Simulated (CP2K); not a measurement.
The F K edge of trifluorosilane was computed by TDDFT (CP2K XAS_TDP, aug-pc-2, TDA) at these levels: BHandHLYP, PBEh(45%) and PBEh(45%) + GW2X. The first three lines of F1 (bonded to Si) with a strength over 0.0015, energy in eV and strength:

| run | first | second | third |
| --- | --- | --- | --- |
| 1 | 682.97 (0.008) | 683.53 (0.010) | 683.95 (0.010) |
| 2 | 688.50 (0.008) | 689.06 (0.010) | 689.48 (0.010) |
| 3 | 685.96 (0.008) | 686.60 (0.012) | 687.00 (0.012) |

Question: Which run is which?

Run 1: PBEh(45%) (45 % exact exchange). Run 2: PBEh(45%) + GW2X (45 % exact exchange). Run 3: BHandHLYP (50 % exact exchange). Self-interaction lifts the core level, so the uncorrected lines rise with the share of exact exchange. The GW2X run keeps the spacings of its parent: 0.56 eV between the first two lines in run 2, 0.56 eV in run 1. Its shift is +5.53 eV, since the Kohn–Sham level at this share of exchange lies that far above the quasiparticle level.

[Hosts, paths, dates, database ids (printed as entryN), source tags and the programs' standing remarks are cut or masked in the printed files.]
